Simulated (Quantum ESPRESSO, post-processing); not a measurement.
# Al(110), stepped through the number of layers, part 8 of 8

What law, if any, do the results for Al(110) follow against the number of layers?

Quantum ESPRESSO 7.5; plane-wave DFT, PBE, GBRV ultrasoft pseudopotentials.

So far. Step 9 (Ground state, 12 layers): Inside the slab this potential holds the local part of the pseudopotentials, which can be repulsive at the nuclei; only its value in the vacuum has a meaning of its own. Step 10 (Relaxing the ions, 14 layers): The relaxation lowers the energy by 1 meV an atom. On the free atoms the largest force ends at 0.011 eV/Å.

### Step 11. SCF with pw.x, 14 layers

Contents of m7.esm.in:

```
&control
  prefix = 'm7.esm'
  outdir = './out'
  pseudo_dir = './pseudo'
  calculation = 'scf'
  tprnfor = .true.
/
&system
  ibrav = 0
  nat = 14
  ntyp = 1
  ecutwfc = 40
  ecutrho = 200
  occupations = 'smearing'
  smearing = 'mv'
  degauss = 0.02
  assume_isolated = 'esm'
  esm_bc = 'bc1'
/
&electrons
  conv_thr = 1e-08
  mixing_beta = 0.25
  electron_maxstep = 160
  mixing_mode = 'local-TF'
  mixing_ndim = 12
/
ATOMIC_SPECIES
  Al  26.9815  al_pbe_v1.uspp.F.UPF
CELL_PARAMETERS angstrom
  4.03954959800000 0.00000000000000 0.00000000000000
  0.00000000000000 2.85639291368519 0.00000000000000
  0.00000000000000 0.00000000000000 34.52526840018832
ATOMIC_POSITIONS crystal
  Al  0.500000000000 0.500000000000 -0.267489074900
  Al  0.000000000000 0.000000000000 -0.228794837500
  Al  0.500000000000 0.500000000000 -0.186150154800
  Al  0.000000000000 0.000000000000 -0.144783453700
  Al  0.500000000000 0.500000000000 -0.103416752600
  Al  0.000000000000 0.000000000000 -0.062050051600
  Al  0.500000000000 0.500000000000 -0.020683350500
  Al  0.000000000000 0.000000000000 0.020683350500
  Al  0.500000000000 0.500000000000 0.062050051600
  Al  0.000000000000 0.000000000000 0.103416752600
  Al  0.500000000000 0.500000000000 0.144783453700
  Al  0.000000000000 0.000000000000 0.186150154800
  Al  0.500000000000 0.500000000000 0.228794837500
  Al  0.000000000000 0.000000000000 0.267489074900
K_POINTS automatic
  8 12 1 0 0 0
```

Command:

```console
$ OMP_NUM_THREADS=1 mpirun -n 4 pw.x -nk 4 -in m7.esm.in > m7.esm.out
```

What it wrote:

```text
[banner, memory and clock lines left out]
Program PWSCF v.7.5 starts
[...]
Message from routine setup:
[...]
number of electrons       =        42.00
     number of Kohn-Sham states=           25
     kinetic-energy cutoff     =      40.0000  Ry
     charge density cutoff     =     200.0000  Ry
[...]
number of k points=    35  Marzari-Vanderbilt smearing, width (Ry)=  0.0200
[...]
Dense  grid:   128239 G-vectors     FFT dimensions: (  36,  30, 300)
[...]
negative rho (up, down):  2.198E-04 0.000E+00
     Starting wfcs are   56 randomized atomic wfcs
[...]
negative rho (up, down):  4.921E-06 0.000E+00
[...]
estimated scf accuracy    <       1.19452163 Ry
[...]
negative rho (up, down):  1.349E-02 0.000E+00
[...]
estimated scf accuracy    <       0.99520795 Ry
[...]
negative rho (up, down):  1.001E-02 0.000E+00
[...]
estimated scf accuracy    <       0.03711007 Ry
[...]
estimated scf accuracy    <       0.18357953 Ry
[...]
estimated scf accuracy    <       0.10224924 Ry
[...]
estimated scf accuracy    <       0.09001877 Ry
[...]
estimated scf accuracy    <       0.08300581 Ry
[...]
estimated scf accuracy    <       0.04705847 Ry
[...]
negative rho (up, down):  1.384E-03 0.000E+00
[...]
estimated scf accuracy    <       0.03377884 Ry
[...]
negative rho (up, down):  6.940E-06 0.000E+00
[...]
estimated scf accuracy    <       0.00437125 Ry
[...]
negative rho (up, down):  7.410E-06 0.000E+00
[...]
estimated scf accuracy    <       0.00384880 Ry
[...]
negative rho (up, down):  3.476E-03 0.000E+00
[...]
estimated scf accuracy    <       0.00365738 Ry
[...]
negative rho (up, down):  5.125E-03 0.000E+00
[...]
estimated scf accuracy    <       0.00175856 Ry
[...]
negative rho (up, down):  1.377E-03 0.000E+00
[...]
estimated scf accuracy    <       0.00066644 Ry
[...]
negative rho (up, down):  1.039E-03 0.000E+00
[...]
estimated scf accuracy    <       0.00032857 Ry
[...]
negative rho (up, down):  7.497E-04 0.000E+00
[...]
estimated scf accuracy    <       0.00015121 Ry
[...]
negative rho (up, down):  3.120E-04 0.000E+00
[...]
estimated scf accuracy    <       0.00010297 Ry
[...]
negative rho (up, down):  2.925E-04 0.000E+00
[...]
estimated scf accuracy    <       0.00003685 Ry
[...]
negative rho (up, down):  2.626E-04 0.000E+00
[...]
estimated scf accuracy    <       0.00001891 Ry
[...]
negative rho (up, down):  2.332E-04 0.000E+00
[...]
estimated scf accuracy    <       0.00002088 Ry
[...]
negative rho (up, down):  2.566E-04 0.000E+00
[...]
estimated scf accuracy    <       0.00001528 Ry
[...]
negative rho (up, down):  2.655E-04 0.000E+00
[...]
estimated scf accuracy    <       0.00002029 Ry
[...]
negative rho (up, down):  2.601E-04 0.000E+00
[...]
estimated scf accuracy    <       0.00002430 Ry
[...]
negative rho (up, down):  2.622E-04 0.000E+00
[...]
estimated scf accuracy    <       0.00002467 Ry
[...]
negative rho (up, down):  2.564E-04 0.000E+00
[...]
estimated scf accuracy    <       0.00002486 Ry
[...]
negative rho (up, down):  2.538E-04 0.000E+00
[...]
estimated scf accuracy    <       0.00002518 Ry
[...]
negative rho (up, down):  2.531E-04 0.000E+00
[...]
estimated scf accuracy    <       0.00002603 Ry
[...]
negative rho (up, down):  2.450E-04 0.000E+00
[...]
estimated scf accuracy    <       0.00002827 Ry
[...]
negative rho (up, down):  2.526E-04 0.000E+00
[...]
estimated scf accuracy    <       0.00002901 Ry
[...]
negative rho (up, down):  2.548E-04 0.000E+00
[...]
estimated scf accuracy    <       0.00003111 Ry
[...]
negative rho (up, down):  2.234E-04 0.000E+00
[...]
estimated scf accuracy    <       0.00003276 Ry
[...]
negative rho (up, down):  2.294E-04 0.000E+00
[...]
estimated scf accuracy    <       0.00001290 Ry
[...]
negative rho (up, down):  2.158E-04 0.000E+00
[...]
estimated scf accuracy    <       0.00001064 Ry
[...]
negative rho (up, down):  1.834E-04 0.000E+00
[...]
estimated scf accuracy    <       0.00000769 Ry
[...]
negative rho (up, down):  2.441E-04 0.000E+00
[...]
estimated scf accuracy    <       0.00000350 Ry
[...]
negative rho (up, down):  2.733E-04 0.000E+00
[...]
estimated scf accuracy    <       0.00000699 Ry
[...]
negative rho (up, down):  2.521E-04 0.000E+00
[...]
estimated scf accuracy    <       0.00000054 Ry
[...]
negative rho (up, down):  2.554E-04 0.000E+00
[...]
estimated scf accuracy    <       0.00000027 Ry
[...]
negative rho (up, down):  2.496E-04 0.000E+00
[...]
estimated scf accuracy    <       0.00000008 Ry
[...]
negative rho (up, down):  2.452E-04 0.000E+00
[...]
estimated scf accuracy    <       0.00000012 Ry
[...]
negative rho (up, down):  2.529E-04 0.000E+00
[...]
estimated scf accuracy    <       0.00000009 Ry
[...]
negative rho (up, down):  2.600E-04 0.000E+00
[...]
the Fermi energy is    -4.0433 ev
!    total energy              =     -93.79471366 Ry
     estimated scf accuracy    <          8.2E-09 Ry
     smearing contrib. (-TS)   =      -0.00019839 Ry
     internal energy E=F+TS    =     -93.79451528 Ry
[...]
one-electron contribution =    6833.11643716 Ry
     hartree contribution      =   -3414.14433067 Ry
     xc contribution           =     -59.81364585 Ry
     ewald contribution        =   -3452.95297592 Ry
     convergence has been achieved in  42 iterations
     negative rho (up, down):  2.600E-04 0.000E+00
[...]
Total force =     0.012186     Total SCF correction =     0.000101
[...]
```

It took 5 min on 4 MPI ranks of Arm Neoverse V1, shared host; peak memory 0.79 GiB; 20 min of CPU time.

Numbers from this step:

- Fermi energy: -4.043 eV
- vacuum line at the lower end of the cell, over the Fermi level: 4.043 eV
- vacuum line at the upper end of the cell, over the Fermi level: 4.043 eV

Inside the slab this potential holds the local part of the pseudopotentials, which can be repulsive at the nuclei; only its value in the vacuum has a meaning of its own.

### Step 12. The series side by side

The series in one table:

| the number of layers | energy (eV) | work function (eV) |
| --- | --- | --- |
| 4 layers | -363.7256 | 4.153 |
| 5 layers | -454.9551 | 4.026 |
| 6 layers | -546.0950 | 3.943 |
| 7 layers | -637.3956 | 3.991 |
| 8 layers | -728.7249 | 4.164 |
| 10 layers | -911.2123 | 4.047 |
| 12 layers | -1093.7255 | 3.999 |
| 14 layers | -1276.1421 | 4.043 |

### Step 13. A check by hand

γ = intercept/(2A) = 1.3428 eV / (2 × 11.539 Å²) × 16.02 = 0.93 J/m².

### Step 14. What came out

| Property | Result |
| --- | --- |
| surface energy from the intercept | 0.93 J/m² |
| work function at 14 layers | 4.04 eV |

The series holds 8 members; surface energy from the intercept: 0.93 J/m²; work function at 14 layers: 4.04 eV (PBE, GBRV ultrasoft). A line through the energies of all but the thinnest slab has a slope of -91.2524 eV a layer and leaves residuals that spread over 125 meV, worth 0.09 J/m². The bulk run gives -91.2657 eV a layer, -13.3 meV from that slope; used for the thickest slab it would give 1.10 J/m². The work function spans 3.94 to 4.16 eV and over the last three members 0.05 eV. Unreconstructed faces. One mesh, so part of the swing with thickness is sampling.

Computed beside measured:

| quantity | measured | PBE, 14 layers |
| --- | --- | --- |
| work function (clean (110) face) (eV) | 4.23 | 4.04 (-0.19 eV) |

Measured values from arxiv:1702.08515 (2017).

**Verdict.** The work function is off by -0.19 eV: fair agreement. The grades are ours: good and fair within 3 and 7 % for the work function. Other measurements of the same face can differ from the value quoted by 0.1 to 0.2 eV.

[Logs are printed without paths, hosts, clocks, repeated set-up lines and the standing remarks that a program may print on its own settings, such as how far it seeks lower states.]

[Hosts, paths, dates, database ids (printed as entryN), source tags and the programs' standing remarks are cut or masked in the printed files.]

[Maps of the electrostatic potential energy from Ansatz leave out the sawtooth potential of an applied field or a dipole correction, so their vacuum need not be flat; planar profiles and work functions include it.]
